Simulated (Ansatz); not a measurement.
# KMgF3 (Pm-3m): band gap by G0W0 on PBE

How far does one-shot GW move the PBE gap of KMgF3 (Pm-3m)?

Program: Ansatz 0.2.0. Level of theory: PBE, then G0W0 on it, plane waves, PAW. Results are calculated unless marked as measured.

## 1. Starting point

The structure is cubic, space group Pm-3m (No. 221). Conventional cell: a = 3.986 Å, b = 3.986 Å, c = 3.986 Å, α = 90.00°, β = 90.00°, γ = 90.00°. Nearest to K lie 12 F at 2.82 Å. Mg has 6 F at 1.99 Å nearest. F has 2 Mg at 1.99 Å and 4 K at 2.82 Å nearest. Farther neighbours and most contacts between anions are not listed.

The cell and positions come from the Crystallography Open Database and are kept as given unless a step says otherwise.

## 2. The PBE band structure

Levels along a band path and on the mesh show where this functional puts the band edges.

This step: DFT, PBE, plane waves, PAW; PAW set soft_1.

The input, input.yaml:

```yaml
crystal:
  lattice:
    - [3.9859, 0.0, 0.0]
    - [0.0, 3.9859, 0.0]
    - [0.0, 0.0, 3.9859]
  atoms:
    - { symbol: K, position: [0.5, 0.5, 0.5] }
    - { symbol: Mg, position: [0.0, 0.0, 0.0] }
    - { symbol: F, position: [0.5, 0.0, 0.0] }
    - { symbol: F, position: [0.0, 0.5, 0.0] }
    - { symbol: F, position: [0.0, 0.0, 0.5] }
kpoints:
  mp_grid: { grid: [6, 6, 6] }
  band_path:
    path:
      - [[0.0, 0.0, 0.0], [0.0, 0.5, 0.0], [0.5, 0.5, 0.0], [0.0, 0.0, 0.0], [0.5, 0.5, 0.5], [0.0, 0.5, 0.0]]
      - [[0.5, 0.5, 0.5], [0.5, 0.5, 0.0]]
    npoints: 10
hamiltonian:
  xc: pbe
  pseudopotentials: { kind: paw, azcp: { folder: soft_1 } }
scf:
  occupations: { method: fermi_dirac, width: 0.02 }
  n_extra_bands: 5
output:
  eigenvalues: true
  forces: true
  stress: true
  write_density: true
  write_potential: true
  elf: true
  volumetric_format: npy
```

Started as:

```sh
$ ansatz run input.yaml --threads 2 --pin off --max-ram 92160MiB --backend cuda --events-out ev --progress --plain --runs-dir out --devices 1 --max-vram 13GiB
```

Numbers of over 12 decimals in the logs are rounded to 6 here.

Log:

```text
scf.n_extra_bands = 5 over 20 filled bands (N_el = 40.0): the run solves 25 bands
GPUs: using 1 of 1 available (devices: 1).
Engine: ansatz 0.2.0, x86_64-unknown-linux-gnu
Pseudopotentials: kind: paw
Pseudopotential: K, paw, valence charge 9, recommended cutoff 420 eV (normal), soft_1/K.paw.azcp
Pseudopotential: Mg, paw, valence charge 10, recommended cutoff 420 eV (normal), soft_1/Mg.paw.azcp
Pseudopotential: F, paw, valence charge 7, recommended cutoff 420 eV (normal), soft_1/F.paw.azcp
Functional definition: PBE
  parameter kappa = 0.804
  parameter beta = 0.066725
  exchange = pbe_x(kappa = kappa, mu = beta*pi^2/3)
  correlation = pbe_c(beta = beta)
device memory: the entry about to start is reckoned to put 0.9 GiB on a device that reports 71.7 GiB free (of which the cap on the GPU budget leaves the run 13.0 GiB)
GPU FFT provider: cuFFT
GPU libraries: cuBLAS 13.8.2, cuFFT 12.4.0, cuSOLVER 12.3.4
Crystal: 5 atoms, lattice volume = 63.326 Å³
Basis set: ecut = 420 eV, 1237 PW (Γ), exchange–correlation on 54×54×54 points (8 copies of the dense FFT grid, shifted against one another)
Bands: 25, of which v1, the nominal top of the filled ones, is band 20 counted from 1 (19 counted from 0)
Symmetry: 48 space group operations
Space group: Pm-3m (ITA 221), of the structure as read, at distance tolerance 4.0e-5 Å
k-points: 20 of 216
Non-local potential: K, projectors of the file, l = 0: 3, l = 1: 2, l = 2: 2
Non-local potential: Mg, projectors of the file, l = 0: 3, l = 1: 2, l = 2: 1
Non-local potential: F, projectors of the file, l = 0: 2, l = 1: 2, l = 2: 1
PAW form: soft (Blöchl's): semilocal exchange-correlation on the pseudo side does not see the compensation charge
PAW one-centre angular grid: K, 110 points (default); XC on 64 Gauss nodes
PAW one-centre angular grid: Mg, 110 points (default); XC on 64 Gauss nodes
PAW one-centre angular grid: F, 110 points (default); XC on 64 Gauss nodes
Initial density: superposition of atomic densities (chi_scale 0.1, normalization cell, long waves kept (reshape's long-wave potential 0.00 eV rms))
Initial wavefunctions: pseudopotential atomic-orbital guess
GPU buffer pool allocated for 19683 grid points (all kernels)
GPU transforms: local potential and band sums: pruned to the plane-wave sphere, on 27×27×27
Functional: x = pbe(κ = 0.804, μ = 0.219515), c = pbe(β = 0.066725)
SCF iter   1: F=—  HF=-5897.933701 eV  |F-HF|=—  |Δ(HF+E_count)|=         —  Δρ=1.38e-1  dr2=9.72e0  ethr=3.10e-3  ⟨swp⟩=6.8  Hψ=2619  notcnv=0
preconditioner: auto → Resta (q_TF=auto, 2.527 Å⁻¹)  ε∞=3.6  [insulator: Δε(μ)=4.860 eV  Ē_g=15.859 eV  σ=0.020 eV  W_gap=1.00  n_scr=18 (ndim 8)  ℏωp=25.6 eV  f_vac=0.000  D(μ)=0.00/eV (n_scr^D=0)  ε∞_Penn≈3.6]
SCF iter   2: F=—  HF=-5895.012314 eV  |F-HF|=—  |Δ(HF+E_count)|=    2.92e0  Δρ=4.80e-2  dr2=1.22e0  ethr=3.10e-3  ⟨swp⟩=3.6  Hψ=1874  notcnv=0  defer=20
SCF iter   3: F=—  HF=-5894.765858 eV  |F-HF|=—  |Δ(HF+E_count)|=   2.46e-1  Δρ=2.10e-2  dr2=3.33e-1  ethr=3.05e-3  ⟨swp⟩=3.0  Hψ=1075  notcnv=0  defer=20
SCF iter   4: F=—  HF=-5894.699990 eV  |F-HF|=—  |Δ(HF+E_count)|=   6.59e-2  Δρ=5.01e-3  dr2=1.34e-2  ethr=8.32e-4  ⟨swp⟩=3.4  Hψ=989  notcnv=0  defer=20
SCF iter   5: F=—  HF=-5894.703662 eV  |F-HF|=—  |Δ(HF+E_count)|=   3.67e-3  Δρ=1.10e-3  dr2=4.22e-4  ethr=3.35e-5  ⟨swp⟩=2.9  Hψ=996  notcnv=0  defer=20
SCF iter   6: F=—  HF=-5894.704121 eV  |F-HF|=—  |Δ(HF+E_count)|=   4.59e-4  Δρ=2.52e-4  dr2=2.85e-5  ethr=1.05e-6  ⟨swp⟩=2.4  Hψ=1473  notcnv=0  defer=19
SCF iter   7: F=—  HF=-5894.704536 eV  |F-HF|=—  |Δ(HF+E_count)|=   4.15e-4  Δρ=6.28e-5  dr2=8.55e-7  ethr=7.12e-8  ⟨swp⟩=2.0  Hψ=904  notcnv=0  defer=20
SCF iter   8: F=-5894.704537 eV  HF=-5894.704537 eV  |F-HF|=6.73e-9  |Δ(HF+E_count)|=   9.55e-7  Δρ=6.47e-6  dr2=1.77e-8  ethr=2.50e-10  ⟨swp⟩=14.2  Hψ=4700  notcnv=0
SCF 1 converged in 8 iterations: F = -5894.704537 eV  dr2 = 1.77e-8
  greatest PAW one-centre occupation: 1.000 electrons in one spin orbital (limit 2), on the Mg atom at site 1 (counted from 0), in its partial waves of l = 0
device memory: the entry about to start is reckoned to put 1.4 GiB on a device that reports 71.1 GiB free (of which the cap on the GPU budget leaves the run 13.0 GiB)
NSCF: frozen V_eff on 62 k-points, pencils in batches of 32, up to order 112
SCF converged after 8 iterations
Free energy (F): -5894.704537 eV
Harris-Foulkes:  -5894.704537 eV  (|F-HF|=6.73e-9)
Internal energy: -5894.704537 eV  (E = F + TS)
E sigma→0 (E₀):  -5894.704537 eV
Fermi energy:    6.513684 eV
--- Per-component energies (eV) ---
  E_band       = -500.995801
  E_kinetic    = 925.271292
  E_local      = -3841.536071  (includes V_loc(G=0)·N_el)
  E_nonlocal   = 468.985336
  E_hartree    = 1369.490779
  E_xc         = -396.724259
  E_vxc        = -500.777213  (∫ρ·V_xc dr)
  E_paw        = -1698.555931  (= ΣΔE_a)
  E_vpaw       = -291.924406  (= ΣTr[D̂ρ^β])
  E_aug_tail   = 0.001871  (compensation charges beyond the density's cutoff)
  E_ewald      = -2721.637555
  E_smearing   = -0.000000  (= −TS)
  E_closure    = 0.000000  (closes the sum)
  Σ components = -5894.704537   (vs F -5894.704537, Δ=0.00e0)
--- Forces (eV/Å), atoms counted from 1 ---
  atom   1  K      0.00000000    -0.00000000    -0.00000000
  atom   2  Mg     0.00000000     0.00000000     0.00000000
  atom   3  F      0.00000000     0.00000000     0.00000000
  atom   4  F      0.00000000     0.00000000     0.00000000
  atom   5  F      0.00000000    -0.00000000     0.00000000
  max |Σ_I F_I| component: 6.23e-27 eV/Å
--- Stress (GPa, compression-positive) ---
        3.829997      -0.000000       0.000000
       -0.000000       3.829997       0.000000
        0.000000       0.000000       3.829997
  P = ⅓ Tr σ = 3.8300 GPa (38.300 kbar)
--- Band table (eV; the first three rows and the last of 20) ---
  k-point 0: bands = [... 16 lower, 2.1977, 2.5015, 2.5015, 2.5015, 10.1562, 12.9136, 12.9136, 15.0380, ... 1 higher]
  k-point 1: bands = [... 16 lower, 2.1418, 2.2449, 2.4485, 2.4485, 10.6374, 13.1556, 13.1999, 15.1603, ... 1 higher]
  k-point 2: bands = [... 16 lower, 2.0247, 2.0247, 2.3453, 2.3453, 11.8130, 13.6622, 13.6673, 15.4424, ... 1 higher]
  k-point 19: bands = [... 16 lower, 1.7158, 2.8221, 2.8221, 2.8221, 13.2845, 13.2845, 13.2845, 16.7873, ... 1 higher]
```

Run time: 9.2 s. Hardware: 1 × NVIDIA H100 80GB HBM3 (shared by 6 runs) with 2 threads of AMD EPYC 7R13 (Zen 3), shared host; peak memory 0.94 GiB.

Reading the cycles: dr2 is the Hartree energy of the density residual (eV), the measure of convergence; HF is the Harris–Foulkes estimate of the energy, which meets the free energy F at convergence.

Numbers from this step:

```yaml
pressure: 3.830 GPa
filled_bands: 20
gap: 7.334 eV
valence_top_at: R
conduction_bottom_at: Γ
least_direct_gap: 7.655 eV
```

Over mesh and path the gap is 7.334 eV, from k = (0.500, 0.500, 0.500) to k = Γ. The least direct gap found is 7.655 eV, at k = Γ.

The electronic bands at the labelled points (eV, zero at the top of the highest nominally filled band):

```tsv
point	band 17	band 18	band 19	band 20	band 21	band 22	band 23	band 24
Γ	-0.62	-0.32	-0.32	-0.32	7.33	10.09	10.09	12.22
halfway	-0.74	-0.74	-0.43	-0.43	8.35	10.58	10.65	12.47
X	-0.86	-0.86	-0.53	-0.53	10.13	10.48	11.12	12.78
halfway	-0.95	-0.74	-0.65	-0.27	10.75	10.82	11.67	12.61
M	-1.04	-0.89	-0.89	-0.02	10.93	11.69	12.65	12.65
halfway	-0.84	-0.60	-0.58	-0.31	9.15	10.97	11.26	12.44
Γ	-0.62	-0.32	-0.32	-0.32	7.33	10.09	10.09	12.22
halfway	-1.21	-0.35	-0.35	-0.32	9.68	11.39	11.39	12.39
R	-1.11	0.00	0.00	0.00	10.46	10.46	10.46	13.97
halfway	-1.09	-0.38	-0.37	-0.22	10.72	11.01	11.63	12.17
X	-0.86	-0.86	-0.53	-0.53	10.13	10.48	11.12	12.78
jump to R	-1.11	0.00	0.00	0.00	10.46	10.46	10.46	13.97
halfway	-1.11	-0.31	-0.31	-0.01	10.70	11.13	11.13	12.42
M	-1.04	-0.89	-0.89	-0.02	10.93	11.69	12.65	12.65
```

Electrostatic potential energy in the ac plane at fractional y = 0.000, with atoms of Mg and F within 0.2 Å of it. With pseudopotentials it is smooth inside the atoms' cores, unlike the true potential.

Ten even steps from '0' (-68 eV) to '9' (10 eV), each cell a mean:
```
01589643479840
24799865799864
78999999999988
99999999999999
67999999999997
45899999999974
34799999999953
34799999999964
56999999999986
89999999999999
88999999999998
46899977899975
01689644579841
00488533469720
```
Columns run along a (4.0 Å; values clipped at the 3rd and 97th percentile), rows up along c (4.0 Å). Atoms in or near the plane, at fractional coordinates: Mg at (0.00, 0.00), F at (0.50, 0.00), F at (0.00, 0.50).

ELF in the ac plane at fractional y = 0.000, with atoms of Mg and F within 0.2 Å of it. It is the smooth field of the valence electrons, not physical close to the nuclei.

Values, 14 rows by 14 columns, each cell a mean:
```
0.21 0.30 0.19 0.13 0.60 0.80 0.73 0.65 0.75 0.78 0.46 0.09 0.26 0.27
0.29 0.24 0.08 0.10 0.48 0.75 0.80 0.79 0.79 0.70 0.35 0.06 0.13 0.26
0.10 0.08 0.05 0.05 0.21 0.51 0.67 0.70 0.64 0.42 0.14 0.04 0.06 0.09
0.48 0.44 0.29 0.09 0.05 0.17 0.33 0.39 0.29 0.11 0.04 0.14 0.35 0.46
0.79 0.77 0.63 0.31 0.07 0.03 0.06 0.09 0.05 0.03 0.11 0.42 0.70 0.78
0.70 0.77 0.77 0.56 0.20 0.02 0.01 0.01 0.01 0.05 0.29 0.64 0.79 0.75
0.51 0.70 0.79 0.64 0.28 0.04 0.01 0.01 0.01 0.09 0.39 0.70 0.79 0.65
0.65 0.76 0.78 0.59 0.23 0.03 0.01 0.01 0.01 0.06 0.33 0.67 0.80 0.73
0.79 0.79 0.70 0.41 0.11 0.02 0.03 0.04 0.02 0.03 0.17 0.51 0.75 0.80
0.63 0.59 0.40 0.14 0.05 0.11 0.23 0.28 0.20 0.07 0.05 0.21 0.48 0.60
0.14 0.13 0.08 0.05 0.14 0.41 0.59 0.64 0.56 0.31 0.09 0.05 0.10 0.13
0.23 0.17 0.05 0.08 0.40 0.70 0.78 0.79 0.77 0.63 0.29 0.05 0.08 0.19
0.26 0.31 0.17 0.13 0.59 0.79 0.76 0.70 0.77 0.77 0.44 0.08 0.24 0.30
0.12 0.26 0.23 0.14 0.63 0.79 0.65 0.51 0.70 0.79 0.48 0.10 0.29 0.21
```
Columns run along a (4.0 Å), rows up along c (4.0 Å). Atoms in or near the plane, at fractional coordinates: Mg at (0.00, 0.00), F at (0.50, 0.00), F at (0.00, 0.50).

(Continued in part 2 of 2.)

[Paths, hosts, dates, memory and timing lines, banners, echoed tables and standing remarks are left out of the program output.]

[Logs are printed without paths, hosts, clocks, repeated set-up lines and the standing remarks that a program may print on its own settings, such as how far it seeks lower states.]

[Runs of the session that timed out or met a known fault of the program may be left out.]

[Cells called generated may have been cut or substituted from an entry of the Crystallography Open Database or the Materials Project.]

[Hosts, paths, dates, database ids (printed as entryN), source tags and the programs' standing remarks are cut or masked in the printed files.]

[Where an RPA ε∞ is given, it is that of the G0W0 mesh and is not shown converged in it. Names of k-points follow the symmetry that the program found, which can be lower than the space group named. Band edges on a path are those of the sampled points; other points can move an edge, and change direct to indirect where valleys lie close.]

[Hybrid gaps are those of their k-mesh and are not shown converged in it.]
